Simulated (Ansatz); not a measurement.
**What InB2 (built on the sites of a database entry of YAl2) distorts into**

Which phase does InB2 (built on the sites of a database entry of YAl2) fall into along its unstable mode, and how much energy does it gain?

Main program and level: Ansatz 0.2.0; DFT PBEsol, scalar-relativistic, plane waves, norm-conserving pseudopotentials.

The structure was built from a prototype and need not be the compound's stable phase.

### Step 1. Set-up

It takes space group Fd-3m (No. 227, cubic). Conventional cell: a = 6.593 Å, b = 6.593 Å, c = 6.593 Å, α = 90.00°, β = 90.00°, γ = 90.00°. Nearest to In lie 12 B at 2.73 Å and 4 In at 2.85 Å. Nearest to B lie 6 B at 2.33 Å and 6 In at 2.73 Å. Farther neighbours are not listed.

### Step 2. Zone-centre response

The cell comes from relaxations at this level that are not shown. The zone centre is the only wavevector solved here; it holds the modes that light can see, as far as symmetry allows. No field response is asked, since the mesh shows no gap.

File input.yaml:

```yaml
crystal:
  lattice:
    - [0.0, 3.296251107, 3.296251107]
    - [3.296251107, 0.0, 3.296251107]
    - [3.296251107, 3.296251107, 0.0]
  atoms:
    - { symbol: In, position: [0.75, 0.75, 0.75] }
    - { symbol: In, position: [0.5, 0.5, 0.5] }
    - { symbol: B, position: [0.125, 0.625, 0.125] }
    - { symbol: B, position: [0.125, 0.125, 0.625] }
    - { symbol: B, position: [0.625, 0.125, 0.125] }
    - { symbol: B, position: [0.125, 0.125, 0.125] }
kpoints:
  mp_grid: { grid: [12, 12, 12] }
hamiltonian:
  xc: pbesol
  pseudopotentials: { kind: nc }
scf:
  occupations: { method: methfessel_paxton, width: 0.2 }
output:
  eigenvalues: true
phonons:
  method: dfpt
```

On the command line:

```console
$ ansatz run input.yaml --threads 8 --pin off --max-ram 14336MiB --backend cpu --events-out ev --progress --plain --runs-dir out
```

Numbers of over 12 decimals in the logs are rounded to 6 here.

The program printed:

```text
Engine: ansatz 0.2.0, x86_64-unknown-linux-gnu
Pseudopotentials: kind: nc
Pseudopotential: In, nc, valence charge 13, recommended cutoff 952.398519 eV (normal), In.nc.azcp (PseudoDojo's, or run here from an input of PseudoDojo's: the run reads no file of this project's for it)
Pseudopotential: B, nc, valence charge 3, recommended cutoff 1034.032677 eV (normal), B.nc.azcp (PseudoDojo's, or run here from an input of PseudoDojo's: the run reads no file of this project's for it)
Functional definition: PBEsol
  exchange = pbesol_x
  correlation = pbesol_c
Crystal: 6 atoms, lattice volume = 71.629 Å³
Basis set: ecut = 1034.032677 eV, 5329 PW (Γ), exchange–correlation on 120×120×120 points (8 copies of the dense FFT grid, shifted against one another)
Bands: 25, of which v1, the nominal top of the filled ones, is band 19 counted from 1 (18 counted from 0)
Symmetry: 48 space group operations
k-points: 476 of 1728 (irreducible under 2 space group operations, time reversal used)
Non-local potential: In, projectors of the file, l = 0: 2, l = 1: 2, l = 2: 2
Non-local potential: B, projectors of the file, l = 0: 2, l = 1: 2
Initial density: superposition of atomic densities (chi_scale 0.1, normalization cell, long waves kept (reshape's long-wave potential 0.00 eV rms))
Initial wavefunctions: pseudopotential atomic-orbital guess
Functional: x = pbesol(κ = 0.804, μ = 0.123457), c = pbesol(β = 0.046)
SCF iter   1: F=—  HF=-3918.016036 eV  |F-HF|=—  |Δ(HF+E_count)|=         —  Δρ=2.88e-2  dr2=1.57e0  ethr=3.10e-3  ⟨swp⟩=5.8  Hψ=48961  notcnv=0
preconditioner: auto → Kerker (q_TF=auto, 2.455 Å⁻¹)  [metal: Δε(μ)=0.037 eV  Ē_g=12.240 eV  σ=0.200 eV  W_gap=0.16  n_scr=14 (ndim 8)  ℏωp=27.0 eV  f_vac=0.000  D(μ)=2.15/eV (n_scr^D=14)]
SCF iter   2: F=—  HF=-3917.682546 eV  |F-HF|=—  |Δ(HF+E_count)|=   3.33e-1  S|Δr|=    0.00e0  Δρ=1.77e-2  dr2=5.43e-1  ethr=3.10e-3  ⟨swp⟩=1.4  Hψ=16064  notcnv=0  defer=2
SCF iter   3: F=—  HF=-3917.511547 eV  |F-HF|=—  |Δ(HF+E_count)|=   1.71e-1  S|Δr|=    0.00e0  Δρ=3.00e-3  dr2=3.90e-3  ethr=1.43e-3  ⟨swp⟩=2.3  Hψ=19210  notcnv=0  defer=2
SCF iter   4: F=—  HF=-3917.511506 eV  |F-HF|=—  |Δ(HF+E_count)|=   4.10e-5  S|Δr|=    0.00e0  Δρ=2.91e-4  dr2=5.47e-5  ethr=1.03e-5  ⟨swp⟩=2.7  Hψ=22234  notcnv=0  defer=45
SCF iter   5: F=—  HF=-3917.511516 eV  |F-HF|=—  |Δ(HF+E_count)|=   1.06e-5  S|Δr|=    0.00e0  Δρ=8.92e-5  dr2=2.32e-6  ethr=1.44e-7  ⟨swp⟩=3.9  Hψ=30863  notcnv=0  defer=45
SCF iter   6: F=—  HF=-3917.511402 eV  |F-HF|=—  |Δ(HF+E_count)|=   1.14e-4  S|Δr|=    0.00e0  Δρ=1.23e-5  dr2=7.80e-8  ethr=6.11e-9  ⟨swp⟩=2.6  Hψ=22824  notcnv=0  defer=381
SCF iter   7: F=—  HF=-3917.511402 eV  |F-HF|=—  |Δ(HF+E_count)|=   1.66e-8  S|Δr|=    0.00e0  Δρ=3.38e-6  dr2=5.32e-9  ethr=2.05e-10  ⟨swp⟩=3.6  Hψ=25171  notcnv=0  defer=381
SCF iter   8: F=—  HF=-3917.511402 eV  |F-HF|=—  |Δ(HF+E_count)|=   1.66e-9  S|Δr|=    0.00e0  Δρ=3.74e-7  dr2=9.68e-11  ethr=1.40e-11  ⟨swp⟩=2.2  Hψ=19659  notcnv=0  defer=381
SCF iter   9: F=-3917.511402 eV  HF=-3917.511402 eV  |F-HF|=1.36e-12  |Δ(HF+E_count)|=  2.73e-11  S|Δr|=    0.00e0  Δρ=5.78e-8  dr2=1.84e-12  ethr=1.00e-12  ⟨swp⟩=16.1  Hψ=92664  notcnv=0
SCF 1 converged in 9 iterations: F = -3917.511402 eV  dr2 = 1.84e-12
DFPT response loops at Γ: preconditioner auto → Kerker (q_TF=auto, 2.455 Å⁻¹) (partly filled bands, converged f_vac=0.000); β = 1.00, the filter's whole step (`scf.mixing.beta` (0.50) is not read by the response loops under this deck's `scf.mixing.preconditioner`; to damp them name `kerker` or `kerker_dos`, under which they read `scf.mixing.beta`, and type it under 1.00, their step now; both keys bind the ground state too); Broyden in place of MSR1
SCF converged after 9 iterations
Stability not checked: this state was not tested for a lower state beside it, because cold or Methfessel-Paxton smearing, or corrected tetrahedra, fill the levels in a way that the test cannot read (fill_not_monotonic; see scf.lower_state_search)
Free energy (F): -3917.511402 eV
Harris-Foulkes:  -3917.511402 eV  (|F-HF|=1.36e-12)
Internal energy: -3917.512925 eV  (E = F + TS)
E sigma→0 (E₀):  -3917.511783 eV
Entropy (-TS):   0.001523 eV (0.254 meV/atom)
Fermi energy:    12.565311 eV
--- Per-component energies (eV) ---
  E_band       = 81.405761
  E_kinetic    = 2465.253368
  E_local      = -2350.395023  (includes V_loc(G=0)·N_el)
  E_nonlocal   = -785.871153
  E_hartree    = 764.818915
  E_xc         = -1205.609321
  E_vxc        = -777.219324  (∫ρ·V_xc dr)
  E_ewald      = -2805.709711
  E_smearing   = 0.001523  (= −TS)
  E_closure    = 0.000000  (closes the sum)
  Σ components = -3917.511402   (vs F -3917.511402, Δ=0.00e0)
--- Band table (eV; the first three rows and the last of 476) ---
  k-point 0: bands = [... 15 lower, 9.2546, 9.2546, 9.2546, 9.5090, 11.5714, 11.5714, 13.4693, 13.4693, ... 2 higher]
  k-point 1: bands = [... 15 lower, 9.4957, 9.4957, 9.5497, 10.3582, 11.2140, 11.2140, 12.8645, 13.9658, ... 2 higher]
  k-point 2: bands = [... 15 lower, 9.7901, 9.7901, 9.9520, 10.7998, 10.7998, 11.6136, 12.3341, 14.9642, ... 2 higher]
  k-point 475: bands = [... 15 lower, 9.0528, 10.2536, 10.2536, 14.2939, 14.2939, 14.3657, 14.3657, 16.5689, ... 2 higher]
--- Phonons (Γ-DFPT): 2 representative perturbations + reference, on 476 of 1728 k-points (Σ response iterations 6) ---
  k mesh reduced under 2 symmetry operations, with k and −k counted as one. Each operation leaves every solved perturbation unchanged. A smaller set is not used because it would not reduce the number of displacements times k-points to solve
  ASR residual: 8.240e-5 → 0.000e0 eV/Å²; symmetrization residual: 1.827e-6 eV/Å²
  ASR residual per site (eV/Å²): 8.24e-5 8.24e-5 1.10e-5 1.10e-5 1.10e-5 1.10e-5
  Γ frequencies (cm⁻¹): -512.39 -512.39 -512.39 -503.10 -271.70 -271.70 0.00 0.00 0.00 157.62 157.62 157.62 208.68 208.68 208.68 230.20 230.20 230.20
  non-analytic LO–TO correction: not included (Born effective charges unavailable; polar crystals: no LO–TO splitting at Γ)
```

It took 65 s on 8 threads of Intel Xeon Platinum 8488C (Sapphire Rapids), shared host; peak memory 7.8 GiB.

Numbers from this step:

```yaml
volume_per_atom: 11.94 Å³
gap_on_the_k_mesh: 0 eV
sum_rule_residual_before_enforcement: 8.24e-5 eV/Å²
point_group: m-3m
highest_optical_mode_at_the_zone_centre_no_lo_to_term: 230.2 cm⁻¹
lowest_optical_zone_centre_mode: -512.4 cm⁻¹
```

Patterns of degenerate modes are one choice out of their space. The modes at Γ (shares of kinetic energy by element, %) (negative means imaginary):

```csv
mode,frequency (cm⁻¹),symmetry,In %,B %
1,-512.4,T1u,1,99
2,-512.4,T1u,1,99
3,-512.4,T1u,1,99
4,-503.1,A2u,0,100
5,-271.7,Eu,0,100
6,-271.7,Eu,0,100
7,0.0,acoustic,84,16
8,0.0,acoustic,84,16
9,0.0,acoustic,84,16
10,157.6,T2g,100,0
11,157.6,T2g,100,0
12,157.6,T2g,100,0
13,208.7,T1u,15,85
14,208.7,T1u,15,85
15,208.7,T1u,15,85
16,230.2,T2u,0,100
17,230.2,T2u,0,100
18,230.2,T2u,0,100
```

Displacements in mode 1 (-512.4 cm⁻¹), the largest set to 1:
```
In1  0.00 -0.05  0.01
In2  0.00 -0.05  0.01
B3  -1.00  0.46 -0.85
B4   1.00  0.46 -0.85
B5  -0.56  0.02  0.71
B6   0.56  0.02  0.71
```

Displacements in mode 17 (230.2 cm⁻¹), the largest set to 1:
```
In1  0.00  0.00  0.00
In2  0.00  0.00  0.00
B3   0.01  0.16  0.15
B4  -0.01 -0.99 -1.00
B5   0.84  0.99 -0.15
B6  -0.84 -0.16  1.00
```

Before it was imposed, the acoustic sum rule was missed by 8.2e-5 eV/Å². Small misses are needed for a sound result but don't prove that mesh and cutoff are converged. The lowest optical mode is imaginary, 512.4i cm⁻¹, so the energy falls along it.

### Step 3. The mode frozen in, largest atomic shift 0 Å

The mode followed lies at Γ with frequency 503.1i cm⁻¹, one of the unstable modes though not the softest. At small amplitude the distorted cell has space group no. 216 by a symmetry search on the positions. The undistorted cell that holds it gives the zero of energy on the same k mesh.

input.yaml: that of step 2 with these lines changed.

```diff
@@ -20,4 +20,4 @@
 output:
+  forces: true
+  stress: true
   eigenvalues: true
-phonons:
-  method: dfpt
```

The program printed:

```text
[...]
Crystal: 6 atoms, lattice volume = 71.629 Å³
Basis set: ecut = 1034.032677 eV, 5329 PW (Γ), exchange–correlation on 100×100×100 points (8 copies of the dense FFT grid, shifted against one another)
Bands: 25, of which v1, the nominal top of the filled ones, is band 19 counted from 1 (18 counted from 0)
Symmetry: 48 space group operations
[...]
k-points: 72 of 1728
[...]
k-point 0: bands = [... 15 lower, 9.2546, 9.2546, 9.2546, 9.5090, 11.5714, 11.5714, 13.4694, 13.4694, ... 2 higher]
  k-point 1: bands = [... 15 lower, 9.4957, 9.4957, 9.5497, 10.3582, 11.2140, 11.2140, 12.8645, 13.9658, ... 2 higher]
  k-point 2: bands = [... 15 lower, 9.7901, 9.7901, 9.9519, 10.7998, 10.7998, 11.6136, 12.3341, 14.9642, ... 2 higher]
  k-point 71: bands = [... 15 lower, 9.0527, 10.2536, 10.2536, 14.2938, 14.2938, 14.3657, 14.3657, 16.5689, ... 2 higher]
[key lines of the parts left out:]
SCF converged after 6 iterations
Free energy (F): -3917.511402 eV
Fermi energy:    12.565290 eV
P = ⅓ Tr σ = -0.0002 GPa (-0.002 kbar)
```

Run time: 1.7 s. Hardware: 8 threads; peak memory 0.87 GiB; 12 s of CPU time.

This step gave:

| Property | Result |
| --- | --- |
| pressure | -2.16e-4 GPa |
| energy from the undistorted cell | 0 meV/atom |

The run ends at a pressure of 0.00 GPa.

### Step 4. The mode frozen in, largest atomic shift 0.32 Å

The atoms are moved along the unstable eigenvector, the largest shift by 0.32 Å, with the cell fixed.

input.yaml, the sections that differ from step 3:

```yaml
crystal:
  lattice:
    - [0.0, 3.296251107, 3.296251107]
    - [3.296251107, 0.0, 3.296251107]
    - [3.296251107, 3.296251107, 0.0]
  atoms:
    - { symbol: In, position: [0.75, 0.75, 0.75] }
    - { symbol: In, position: [0.5, 0.5, 0.5] }
    - { symbol: B, position: [0.153024577, 0.5409262689, 0.153024577] }
    - { symbol: B, position: [0.153024577, 0.153024577, 0.5409262689] }
    - { symbol: B, position: [0.5409262689, 0.153024577, 0.153024577] }
    - { symbol: B, position: [0.153024577, 0.153024577, 0.153024577] }
# kpoints, hamiltonian, scf, output: as in step 3
```

The program printed:

```text
[...]
Crystal: 6 atoms, lattice volume = 71.629 Å³
Basis set: ecut = 1034.032677 eV, 5329 PW (Γ), exchange–correlation on 100×100×100 points (8 copies of the dense FFT grid, shifted against one another)
Bands: 25, of which v1, the nominal top of the filled ones, is band 19 counted from 1 (18 counted from 0)
Symmetry: 24 space group operations
[...]
k-point 0: bands = [... 15 lower, 10.1080, 10.1080, 10.1080, 11.2286, 11.4176, 11.4176, 13.6062, 13.6062, ... 2 higher]
  k-point 1: bands = [... 15 lower, 9.9266, 10.1933, 10.1933, 11.1461, 11.1461, 11.6444, 12.9460, 14.0179, ... 2 higher]
  k-point 2: bands = [... 15 lower, 9.9044, 10.1671, 10.1671, 10.9387, 10.9387, 11.7724, 12.9919, 14.8914, ... 2 higher]
  k-point 71: bands = [... 15 lower, 8.7707, 9.3553, 11.0083, 12.3434, 13.7173, 13.8712, 15.0233, 15.0751, ... 2 higher]
[key lines of the parts left out:]
SCF converged after 7 iterations
Free energy (F): -3918.681543 eV
Fermi energy:    12.212342 eV
P = ⅓ Tr σ = 6.6552 GPa (66.552 kbar)
```

Elapsed: 2.7 s, on 8 threads; peak memory 0.81 GiB; 20 s of CPU time.

Numbers from this step:

```
pressure                         : 6.655 GPa
energy from the undistorted cell : -194.9 meV/atom
```

The energy, extrapolated to zero smearing, is -194.86 meV/atom against the undistorted cell.

The run ends at a pressure of 6.66 GPa, with forces up to 0.33 eV/Å.

### Step 5. Energy along the mode, all amplitudes (two of the runs are shown above)

An imaginary frequency means negative curvature, so the energy should fall and then rise again as anharmonic terms take over.

Numbers from this step:

```
depth at the lowest point sampled  : 194.9 meV/atom
largest atomic shift at that point : 0.32 Å
```

The energy from the parent by largest atomic shift:

```csv
largest atomic shift (Å),energy from the parent (meV/atom)
0.000,0
0.040,-5.32
0.080,-20.9
0.140,-60.4
0.220,-129
0.320,-195
0.450,-41.2
0.600,1116
```

Displacement at unit largest shift by atom:

```csv
atom,x (Å),y (Å),z (Å),size
In1,0.000,0.000,0.000,0.000
In2,0.000,0.000,0.000,0.000
B3,-0.577,0.577,-0.577,0.999
B4,-0.577,-0.577,0.577,0.999
B5,0.577,-0.577,-0.577,0.999
B6,0.577,0.577,0.577,0.999
```

The lowest of the steps tried is at 0.32 Å, 195 meV/atom below the parent; the bottom of the well need not coincide with a step.

(Continued in part 2 of 2.)

[Logs are printed without paths, hosts, clocks, repeated set-up lines and the standing remarks that a program may print on its own settings, such as how far it seeks lower states.]

[Hosts, paths, dates, database ids (printed as entryN), source tags and the programs' standing remarks are cut or masked in the printed files.]
